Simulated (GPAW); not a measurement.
The K K edge of atom 2 in KCaCl3 (Cm), with 7 Cl at 3.75 to 3.83 Å and 5 Cl at 3.88 to 3.89 Å (distorted cuboctahedral, site symmetry m), was computed in 3 ways: full core hole (charged cell), half core hole and no core hole. Program and functional: GPAW, LDA, Gaussian full width 0.9 eV up to 4 eV, rising linearly to 3.5 eV at 25 eV; cells of 5 and 10 atoms (the run without a hole in the smaller).

Each run is counted from its own lowest empty level or Fermi level and scaled to a mean of 1 over its first 20 eV.

| E (eV) | run 1 | run 2 | run 3 |
| --- | --- | --- | --- |
| -2.00 | 0.00 | 0.00 | 0.00 |
| -1.25 | 0.00 | 0.00 | 0.00 |
| -0.50 | 0.00 | 0.00 | 0.00 |
| 0.25 | 0.03 | 0.01 | 0.02 |
| 1.00 | 0.13 | 0.13 | 0.10 |
| 1.75 | 0.03 | 0.37 | 0.38 |
| 2.50 | 0.76 | 0.42 | 0.84 |
| 3.25 | 2.44 | 1.36 | 1.39 |
| 4.00 | 3.32 | 1.29 | 2.69 |
| 4.75 | 1.92 | 2.03 | 1.88 |
| 5.50 | 1.22 | 2.90 | 2.16 |
| 6.25 | 1.19 | 1.19 | 0.99 |
| 7.00 | 0.57 | 0.41 | 0.25 |
| 7.75 | 0.19 | 0.26 | 0.18 |
| 8.50 | 0.14 | 0.29 | 0.21 |
| 9.25 | 0.24 | 0.31 | 0.28 |
| 10.00 | 0.40 | 0.37 | 0.48 |
| 10.75 | 0.70 | 0.73 | 0.86 |
| 11.50 | 1.18 | 1.25 | 1.31 |
| 12.25 | 1.56 | 1.49 | 1.55 |
| 13.00 | 1.61 | 1.31 | 1.49 |
| 13.75 | 1.45 | 1.37 | 1.46 |
| 14.50 | 1.35 | 1.76 | 1.52 |
| 15.25 | 1.36 | 1.85 | 1.49 |
| 16.00 | 1.27 | 1.46 | 1.28 |
| 16.75 | 1.03 | 1.03 | 1.02 |
| 17.50 | 0.81 | 0.81 | 0.82 |
| 18.25 | 0.66 | 0.73 | 0.69 |
| 19.00 | 0.57 | 0.76 | 0.65 |
| 19.75 | 0.56 | 0.90 | 0.71 |
| 20.50 | 0.67 | 1.00 | 0.85 |
| 21.25 | 0.84 | 0.99 | 0.95 |
| 22.00 | 0.97 | 0.92 | 0.99 |
| 22.75 | 1.04 | 0.93 | 1.01 |
| 23.50 | 1.04 | 1.03 | 1.03 |
| 24.25 | 1.04 | 1.12 | 1.07 |
| 25.00 | 1.05 | 1.17 | 1.12 |
| 25.75 | 1.08 | 1.23 | 1.20 |
| 26.50 | 1.13 | 1.32 | 1.27 |
| 27.25 | 1.16 | 1.41 | 1.31 |
| 28.00 | 1.14 | 1.44 | 1.28 |
| 28.75 | 1.06 | 1.38 | 1.17 |
| 29.50 | 0.93 | 1.25 | 1.03 |
| 30.25 | 0.79 | 1.11 | 0.88 |
| 31.00 | 0.69 | 0.97 | 0.77 |

**Question.** Which run is which?

Run 1: full core hole (charged cell) (area from −2 to 6 eV 7.6, main maxima 4.1 eV (3.36), 5.9 eV (1.31), 12.7 eV (1.63) and 27.4 eV (1.16)). Run 2: no core hole (area from −2 to 6 eV 6.5, main maxima 3.3 eV (1.39), 5.4 eV (2.98), 12.2 eV (1.49), 15.0 eV (1.88) and 27.9 eV (1.44)). Run 3: half core hole (area from −2 to 6 eV 7.2, main maxima 3.9 eV (2.80), 5.3 eV (2.27), 12.4 eV (1.56) and 14.8 eV (1.53)). With each curve scaled to its own mean, the area from −2 to 6 eV with the hole is 7.6 against 6.5, and the centre of weight from −1 to 20 eV moves by -0.8 eV: the hole pulls the absorber's empty states down.

[Hosts, paths, dates, database ids (printed as entryN), source tags and the programs' standing remarks are cut or masked in the printed files.]

[Lists of maxima count a maximum above −3 eV only where it reaches 4 % of the highest in the window and stands out from its surroundings by 2 % of it (1.5 % where it reaches 55 %); shoulders and weaker maxima are passed over, and of the rest the first, up to two pre-edge ones and the few strongest are named.]
